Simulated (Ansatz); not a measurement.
**Quasiparticle gap of CuBiPbS3 (Aikinite)**

Aim: the quasiparticle gap of CuBiPbS3 (Aikinite), starting from LDA.

Program: Ansatz 0.2.0. Level of theory: LDA, then G0W0 on it, plane waves, PAW. Results are calculated unless marked as measured.

Most raw output is cut from this account.

In doubt: one-shot GW on d or f shells is unsure (step 3), so the values of those runs are not to be relied on; masses and optical values from hybrid runs of this build are listed as unsure (in some of the runs), which bears on the screening that GW takes from such a start.

**1. The structure**

The structure is orthorhombic, space group Pnma (No. 62). The conventional cell has a = 11.638 Å, b = 4.039 Å, c = 11.319 Å, α = 90.00°, β = 90.00°, γ = 90.00°. Nearest to Cu lie 4 S at 2.31 to 2.40 Å. Bi has 6 S at 2.66 to 3.16 Å nearest. Nearest to Pb lie 7 S at 2.89 to 3.26 Å and 2 Cu at 3.29 Å. Nearest to S lie 2 Cu at 2.35 Å and 1 Bi at 2.66 Å and 2 Pb at 2.99 Å. S has 1 Cu at 2.31 Å and 3 Pb at 2.89 to 2.99 Å and 2 Bi at 2.95 Å nearest. Nearest to S lie 1 Cu at 2.40 Å and 3 Bi at 2.76 to 3.16 Å and 2 Pb at 3.26 Å. Farther neighbours and most contacts between anions are not listed.

The cell and positions come from the Crystallography Open Database and are kept as given unless a step says otherwise. Spin-orbit coupling is left out unless a step names it. The default PAW set here is soft_2. Its files were made with PBE.

**2. Bands along the symmetry lines**

Levels along a band path and on the mesh show where this functional puts the band edges.

This step: DFT, LDA, plane waves, PAW.

The input, input.yaml:

```yaml
crystal:
  lattice:
    - [11.638, 0.0, 0.0]
    - [0.0, 4.039, 0.0]
    - [0.0, 0.0, 11.319]
  atoms:
    - { symbol: Cu, position: [0.2338, 0.25, 0.2085] }
    - { symbol: Cu, position: [0.2662, 0.75, 0.7085] }
    - { symbol: Cu, position: [0.7338, 0.25, 0.2915] }
    - { symbol: Cu, position: [0.7662, 0.75, 0.7915] }
    - { symbol: Bi, position: [0.0189, 0.25, 0.6827] }
    - { symbol: Bi, position: [0.4811, 0.75, 0.1827] }
    - { symbol: Bi, position: [0.5189, 0.25, 0.8173] }
    - { symbol: Bi, position: [0.9811, 0.75, 0.3173] }
    - { symbol: Pb, position: [0.8329, 0.25, 0.0105] }
    - { symbol: Pb, position: [0.6671, 0.75, 0.5105] }
    - { symbol: Pb, position: [0.3329, 0.25, 0.4895] }
    - { symbol: Pb, position: [0.1671, 0.75, 0.9895] }
    - { symbol: S, position: [0.716, 0.25, 0.6986] }
    - { symbol: S, position: [0.784, 0.75, 0.1986] }
    - { symbol: S, position: [0.216, 0.25, 0.8014] }
    - { symbol: S, position: [0.284, 0.75, 0.3014] }
    - { symbol: S, position: [0.0467, 0.25, 0.14] }
    - { symbol: S, position: [0.4533, 0.75, 0.64] }
    - { symbol: S, position: [0.5467, 0.25, 0.36] }
    - { symbol: S, position: [0.9533, 0.75, 0.86] }
    - { symbol: S, position: [0.3775, 0.25, 0.0559] }
    - { symbol: S, position: [0.1225, 0.75, 0.5559] }
    - { symbol: S, position: [0.8775, 0.25, 0.4441] }
    - { symbol: S, position: [0.6225, 0.75, 0.9441] }
kpoints:
  mp_grid: { grid: [2, 6, 2] }
  band_path:
    path:
      - [[0.0, 0.0, 0.0], [0.5, 0.0, 0.0], [0.5, 0.5, 0.0], [0.0, 0.5, 0.0], [0.0, 0.0, 0.0], [0.0, 0.0, 0.5], [0.5, 0.0, 0.5], [0.5, 0.5, 0.5], [0.0, 0.5, 0.5], [0.0, 0.0, 0.5]]
      - [[0.5, 0.0, 0.0], [0.5, 0.0, 0.5]]
      - [[0.0, 0.5, 0.0], [0.0, 0.5, 0.5]]
      - [[0.5, 0.5, 0.0], [0.5, 0.5, 0.5]]
    npoints: 6
hamiltonian:
  xc: lda
scf:
  occupations: { method: fermi_dirac, width: 0.02 }
  n_extra_bands: 12
output:
  eigenvalues: true
```

The run is started by

```console
$ ansatz run input.yaml --threads 32 --pin off --max-ram 129024MiB --backend cuda --events-out ev --progress --plain --runs-dir out --devices 1 --max-vram 157GiB  # rebuilt from the run's record
```

Elapsed: 2.7 s, on 1 × NVIDIA GB200 with 32 threads of Arm Neoverse V2, shared host; peak memory 1.5 GiB.

Numbers from this step:

```
filled bands         : 132
gap                  : 0.5879 eV
valence top at       : k = (0.000, 0.000, 0.417)
conduction bottom at : k = (0.000, 0.250, 0.000)
least direct gap     : 0.6189 eV
```

Over mesh and path the gap is 0.588 eV, from k = (0.000, 0.000, 0.417) to k = (0.000, 0.250, 0.000). The least direct gap found is 0.619 eV, at k = (0.000, 0.000, 0.333).

Electronic bands along the path, in eV, zero at the top of the highest nominally filled band:

| point | band 129 | band 130 | band 131 | band 132 | band 133 | band 134 | band 135 | band 136 |
| --- | --- | --- | --- | --- | --- | --- | --- | --- |
| Γ | -0.33 | -0.26 | -0.21 | -0.21 | 0.82 | 0.93 | 1.05 | 1.32 |
| halfway | -0.33 | -0.28 | -0.18 | -0.14 | 0.81 | 1.04 | 1.04 | 1.23 |
| X | -0.32 | -0.32 | -0.16 | -0.16 | 1.06 | 1.06 | 1.07 | 1.07 |
| halfway | -0.65 | -0.65 | -0.57 | -0.57 | 1.01 | 1.01 | 1.86 | 1.86 |
| S | -0.62 | -0.62 | -0.62 | -0.62 | 1.60 | 1.60 | 1.60 | 1.60 |
| halfway | -0.67 | -0.67 | -0.63 | -0.63 | 1.45 | 1.45 | 1.50 | 1.50 |
| Y | -0.66 | -0.66 | -0.65 | -0.65 | 1.37 | 1.37 | 1.48 | 1.48 |
| halfway | -0.72 | -0.60 | -0.56 | -0.45 | 0.59 | 1.30 | 1.82 | 1.97 |
| Γ | -0.33 | -0.26 | -0.21 | -0.21 | 0.82 | 0.93 | 1.05 | 1.32 |
| halfway | -0.33 | -0.32 | -0.12 | -0.04 | 0.62 | 0.92 | 1.35 | 1.43 |
| Z | -0.33 | -0.33 | -0.01 | -0.01 | 0.68 | 0.68 | 1.44 | 1.44 |
| halfway | -0.36 | -0.36 | -0.12 | -0.12 | 0.83 | 0.83 | 1.54 | 1.54 |
| U | -0.32 | -0.32 | -0.26 | -0.26 | 0.98 | 0.98 | 1.60 | 1.60 |
| halfway | -0.55 | -0.55 | -0.47 | -0.47 | 1.59 | 1.59 | 1.62 | 1.62 |
| R | -0.78 | -0.78 | -0.78 | -0.78 | 1.50 | 1.50 | 1.50 | 1.50 |
| halfway | -0.84 | -0.84 | -0.74 | -0.74 | 1.17 | 1.17 | 1.52 | 1.52 |
| T | -0.81 | -0.81 | -0.72 | -0.72 | 0.99 | 0.99 | 1.47 | 1.47 |
| halfway | -0.61 | -0.61 | -0.42 | -0.42 | 1.25 | 1.25 | 1.42 | 1.42 |
| Z | -0.33 | -0.33 | -0.01 | -0.01 | 0.68 | 0.68 | 1.44 | 1.44 |
| jump to X | -0.32 | -0.32 | -0.16 | -0.16 | 1.06 | 1.06 | 1.07 | 1.07 |
| halfway | -0.34 | -0.34 | -0.18 | -0.18 | 0.94 | 0.94 | 1.39 | 1.39 |
| U | -0.32 | -0.32 | -0.26 | -0.26 | 0.98 | 0.98 | 1.60 | 1.60 |
| jump to Y | -0.66 | -0.66 | -0.65 | -0.65 | 1.37 | 1.37 | 1.48 | 1.48 |
| halfway | -0.76 | -0.76 | -0.68 | -0.68 | 1.10 | 1.10 | 1.37 | 1.37 |
| T | -0.81 | -0.81 | -0.72 | -0.72 | 0.99 | 0.99 | 1.47 | 1.47 |
| jump to S | -0.62 | -0.62 | -0.62 | -0.62 | 1.60 | 1.60 | 1.60 | 1.60 |

**3. G0W0 on the 2×4×2 mesh**

G0W0 replaces the xc potential by a self-energy built once from the orbitals of the start. Levels are corrected in the window of bands that the input names, at points of the mesh.

This step: G0W0 on LDA, plane waves, PAW.

input.yaml: that of step 2 with these lines changed.

```diff
@@ -31,10 +31,3 @@
 kpoints:
-  mp_grid: { grid: [2, 6, 2] }
-  band_path:
-    path:
-      - [[0.0, 0.0, 0.0], [0.5, 0.0, 0.0], [0.5, 0.5, 0.0], [0.0, 0.5, 0.0], [0.0, 0.0, 0.0], [0.0, 0.0, 0.5], [0.5, 0.0, 0.5], [0.5, 0.5, 0.5], [0.0, 0.5, 0.5], [0.0, 0.0, 0.5]]
-      - [[0.5, 0.0, 0.0], [0.5, 0.0, 0.5]]
-      - [[0.0, 0.5, 0.0], [0.0, 0.5, 0.5]]
-      - [[0.5, 0.5, 0.0], [0.5, 0.5, 0.5]]
-    npoints: 6
+  mp_grid: { grid: [2, 4, 2] }
 hamiltonian:
@@ -42,5 +35,8 @@
 scf:
-  occupations: { method: fermi_dirac, width: 0.02 }
-  n_extra_bands: 12
-output:
-  eigenvalues: true
+  occupations: { method: fixed }
+gw:
+  n_empty_bands: 1393
+  ecut_chi: 110.0
+  qp_bands: [v2, c2]
+  qp_kpoints: band_edges
+  screening: { model: contour_deformation }
```

Wall time 94 s (1 × NVIDIA GB200 with 32 threads); peak memory 8.9 GiB.

Numbers from this step:

```yaml
bands_summed: 1525
rpa_eps_infinity_on_this_mesh_eigenvalues: 16.67, 17.48, 17.88
plane_waves_in_the_screening_matrix: 1403
q_points_in_the_mesh: 16
g0w0_gap_over_the_corrected_points: 0.9439 eV
k_of_the_valence_top: 0, 0, -0.5
k_of_the_conduction_bottom: 0, 0.25, 0
starting_gap_on_the_mesh: 0.5953 eV
z_at_the_valence_top: 0.7022
z_at_the_conduction_bottom: 0.7715
least_direct_g0w0_gap_over_the_corrected_points: 1.027 eV
```

Over 10 of 12 irreducible mesh points the G0W0 gap is 0.944 eV, from k = (0.000, 0.000, -0.500) to k = (0.000, 0.250, 0.000). The LDA gap of this run on the mesh is 0.595 eV. The two states that bound the G0W0 gap lie that far apart at the start, so the correction of the gap is 0.944 − 0.595 = +0.349 eV. The start of this run differs from the step before in mesh (2×6×2 and 2×4×2).

Labels follow the order of the start: v1 is the top filled band, c1 the lowest empty one; levels that stay degenerate share a row, the window can cut a multiplet, doubted levels are not marked in this list, bands outside the window were not corrected, and the list may be a part of the corrected levels. The levels before and after the correction (eV, zero at the valence-band top of each column):

|  | conduction bottom | valence top |
| --- | --- | --- |
| Kohn-Sham | 0.60 | 0.00 |
| G0W0 | 0.94 | 0.00 |

|  | level | occupation | energy (eV) |
| --- | --- | --- | --- |
| Kohn-Sham | (0 0 -0.5) v2-v1 | 2 | 0.000 |
| Kohn-Sham | (0 0 -0.5) c1-c2 | 0 | 0.686 |
| Kohn-Sham | (0 0.25 0) v2 | 2 | -0.549 |
| Kohn-Sham | (0 0.25 0) v1 | 2 | -0.442 |
| Kohn-Sham | (0 0.25 0) c1 | 0 | 0.595 |
| Kohn-Sham | (0 0.25 0) c2 | 0 | 1.305 |
| G0W0 | (0 0 -0.5) v2-v1 | 2 | 0.000 |
| G0W0 | (0 0 -0.5) c1-c2 | 0 | 1.027 |
| G0W0 | (0 0.25 0) v2 | 2 | -0.554 |
| G0W0 | (0 0.25 0) v1 | 2 | -0.433 |
| G0W0 | (0 0.25 0) c1 | 0 | 0.944 |
| G0W0 | (0 0.25 0) c2 | 0 | 1.721 |

The parts of the quasiparticle energy for the two states that bound the G0W0 gap, in eV on the run's own scale (QP = start + Σx + Σc − Vxc, with Σc at the quasiparticle energy):

| edge | k | band | start | Σx | Σc | Vxc | Z | QP |
| --- | --- | --- | --- | --- | --- | --- | --- | --- |
| valence top | (0.000, 0.000, -0.500) | 131 | 9.023 | −28.093 | 3.769 | −24.278 | 0.702 | 8.977 |
| conduction bottom | (0.000, 0.250, 0.000) | 133 | 9.618 | −10.236 | −3.146 | −13.684 | 0.771 | 9.921 |

**4. Spin-orbit coupling in LDA**

This run has two-component orbitals with spin-orbit coupling.

This step: DFT, LDA with spin-orbit coupling, plane waves, PAW.

input.yaml: that of step 3 with these lines changed.

```diff
@@ -31,3 +31,17 @@
 kpoints:
-  mp_grid: { grid: [2, 4, 2] }
+  mp_grid: { grid: [2, 6, 2] }
+  band_path:
+    path:
+      - [0.0, 0.0, 0.0]
+      - [0.5, 0.0, 0.0]
+      - [0.5, 0.5, 0.0]
+      - [0.0, 0.5, 0.0]
+      - [0.0, 0.0, 0.5]
+      - [0.5, 0.0, 0.5]
+      - [0.5, 0.5, 0.5]
+      - [0.0, 0.5, 0.5]
+      - [0.0, 0.0, 0.4166666667]
+      - [0.0, 0.25, 0.0]
+      - [0.0, 0.0, 0.3333333333]
+    npoints: 1
 hamiltonian:
@@ -35,8 +49,8 @@
 scf:
-  occupations: { method: fixed }
-gw:
-  n_empty_bands: 1393
-  ecut_chi: 110.0
-  qp_bands: [v2, c2]
-  qp_kpoints: band_edges
-  screening: { model: contour_deformation }
+  occupations: { method: fermi_dirac, width: 0.02 }
+  n_extra_bands: 24
+magnetization:
+  noncollinear: true
+  spin_orbit: true
+output:
+  eigenvalues: true
```

The job ended after 4.4 s (1 × NVIDIA GB200 with 32 threads; peak memory 3 GiB).

This step gave:

```yaml
gap: 0.3624 eV
valence_top_at: k = (0.000, 0.000, 0.417)
conduction_bottom_at: k = (0.000, 0.000, 0.333)
least_direct_gap: 0.3729 eV
```

Over mesh and listed points the gap is 0.362 eV, from k = (0.000, 0.000, 0.417) to k = (0.000, 0.000, 0.333). The least direct gap found is 0.373 eV, at k = (0.000, 0.000, 0.333). LDA+SOC against LDA: 0.362 − 0.588 = −0.226 eV. Mesh, set of files and cutoff are the same, but the conduction bottom lies at another k point, so this need not be the shift of one pair of states. The spin-orbit run sees mesh and listed points alone, so its gap is an upper bound: the coupling can move an edge off these points, and the change over the zone, its sign included where it is small, is not known.

**5. The runs together**

Each gap is the least one over the points named; times are wall times on shared hosts, not benchmarks. A G0W0 time includes the run's own self-consistent start. Runs with listed points see these and the mesh alone, so an edge that moves elsewhere is missed. Rows marked * are further runs, not shown as steps, whose inputs differ from the G0W0 step on the same start in the columns given; solver thresholds can differ too.

| level | mesh | files, cutoff | bands summed, screening | points | gap (eV) | valence top | conduction bottom | least direct gap (eV) | time |
| --- | --- | --- | --- | --- | --- | --- | --- | --- | --- |
| LDA | 2×6×2 | soft_2 PAW, 420 eV | - | mesh and path | 0.588 | (0.000, 0.000, 0.417) | (0.000, 0.250, 0.000) | 0.619 | 2.7 s |
| LDA+SOC | 2×6×2 | soft_2 PAW, 420 eV | - | mesh and listed points | 0.362 | (0.000, 0.000, 0.417) | (0.000, 0.000, 0.333) | 0.373 | 4.4 s |
| G0W0@LDA* | 2×4×2 | soft_2 PAW, 420 eV | 361, 33 eV | 10 of 12 irreducible mesh points | 1.449 | (0.000, 0.000, -0.500) | (0.000, 0.250, 0.000) | 1.557 | 23 s |
| G0W0@LDA* | 2×4×2 | soft_2 PAW, 420 eV | 779, 66 eV | 10 of 12 irreducible mesh points | 1.073 | (0.000, 0.000, -0.500) | (0.000, 0.250, 0.000) | 1.168 | 37 s |
| G0W0@LDA | 2×4×2 | soft_2 PAW, 420 eV | 1525, 110 eV | 10 of 12 irreducible mesh points | 0.944 | (0.000, 0.000, -0.500) | (0.000, 0.250, 0.000) | 1.027 | 94 s |
| G0W0@LDA* | 2×4×2 | soft_2 PAW, 420 eV | 779, 66 eV, plasmon pole | 10 of 12 irreducible mesh points | 1.027 | (0.000, 0.000, -0.500) | (0.000, 0.250, 0.000) | 1.126 | 35 s |

**6. Summary of results**

* LDA gap over mesh and path: 0.588 eV, from k = (0.000, 0.000, 0.417) to k = (0.000, 0.250, 0.000)
* G0W0@LDA gap over 10 of 12 irreducible mesh points: 0.944 eV, from k = (0.000, 0.000, -0.500) to k = (0.000, 0.250, 0.000)
* LDA+SOC gap over mesh and listed points: 0.362 eV
* GW settings: 2×4×2 mesh, 1393 empty bands, screening to 110 eV
* known limits: finite bands, screening cutoff and k mesh; no spin-orbit coupling in G0W0; d shells not analysed; screening cutoff under 40 eV in some runs

What this shows: Over 10 of 12 irreducible mesh points the G0W0 gap is 0.944 eV, from k = (0.000, 0.000, -0.500) to k = (0.000, 0.250, 0.000). The LDA gap of this run on the mesh is 0.595 eV. The two states that bound the G0W0 gap lie that far apart at the start, so the correction of the gap is 0.944 − 0.595 = +0.349 eV. The valence state moves by 8.977 − 9.023 = −0.046 eV and the conduction state by 9.921 − 9.618 = +0.303 eV, on the run's own scale; how far single levels stand from their limit in bands is not shown. Over mesh and path, LDA puts the valence top at k = (0.000, 0.000, 0.417), where no G0W0 correction was computed. The G0W0 gap over the whole zone is therefore not known from this run; at its settings it can only be equal to or under the 0.944 eV found, and no correction is carried over from another point. For the start itself the gap is 0.588 eV over mesh and path and 0.595 eV on the mesh of the G0W0 run, in runs that differ in mesh (2×6×2 and 2×4×2). From 361 bands and 33 eV to 1525 bands and 110 eV the gap moves by 0.944 − 1.449 = −0.505 eV (rung by rung 1.449, 1.073, 0.944 eV); bands and screening cutoff rise together, so their parts are not told apart. A line in one over the bands through the two highest rungs gives 0.944 + (0.944 − 1.073) × 779 / (1525 − 779) = 0.809 eV, and through the pair below 1.073 + (1.073 − 1.449) × 361 / (779 − 361) = 0.748 eV. The two differ by 0.061 eV, not under the 0.030 eV asked, so the law does not hold well over these rungs and the limit is not known. With the plasmon pole model in place of the contour deformation model and all else as in the G0W0@LDA row with 779 bands, the gap differs by 1.027 − 1.073 = −0.046 eV. G0W0 on other starts in this series, not shown as steps and not all at these settings: 1.046 eV on r2SCAN (2×4×2, soft_2 PAW, 779 bands, 66 eV) and 1.195 eV on HSE06 (2×4×2, soft_2 PAW, 779 bands, 66 eV). LDA+SOC against LDA: 0.362 − 0.588 = −0.226 eV. Mesh, set of files and cutoff are the same, but the conduction bottom lies at another k point, so this need not be the shift of one pair of states. The spin-orbit run sees mesh and listed points alone, so its gap is an upper bound: the coupling can move an edge off these points, and the change over the zone, its sign included where it is small, is not known. What spin-orbit coupling does to the G0W0 levels was not computed, so no sum with the G0W0 gap is formed. The G0W0 runs are scalar-relativistic. One-shot GW is known to converge slowly in bands for compounds with shallow d shells. The cell holds Cu; the filling of the d shell and its place against the gap were not analysed here. No pair of G0W0 runs that differ in the mesh alone is shown (2×4×2 is a supercell whose nearest images lie 16 Å apart), so the error from the mesh is not known here. G0W0@LDA runs of this series with other atomic data on the same mesh, not shown as steps, give 1.069 eV (hard PAW, 700 eV, 811 bands, screening to 66 eV; the table's row with the same empty bands and screening cutoff has 1.073 eV); where bands and cutoffs differ too, the part of the files is not isolated. A screening cutoff under 40 eV is crude: G0W0@LDA with 361 bands at 33 eV.

[Paths, hosts, dates, memory and timing lines, banners, echoed tables and standing remarks are left out of the program output.]

[Logs are printed without paths, hosts, clocks, repeated set-up lines and the standing remarks that a program may print on its own settings, such as how far it seeks lower states.]

[Runs of the session that timed out or met a known fault of the program may be left out.]

[Cells called generated may have been cut or substituted from an entry of the Crystallography Open Database or the Materials Project.]

[Hosts, paths, dates, database ids (printed as entryN), source tags and the programs' standing remarks are cut or masked in the printed files.]

[Where an RPA ε∞ is given, it is that of the G0W0 mesh and is not shown converged in it. Names of k-points follow the symmetry that the program found, which can be lower than the space group named. Band edges on a path are those of the sampled points; other points can move an edge, and change direct to indirect where valleys lie close.]

[Hybrid gaps are those of their k-mesh and are not shown converged in it.]
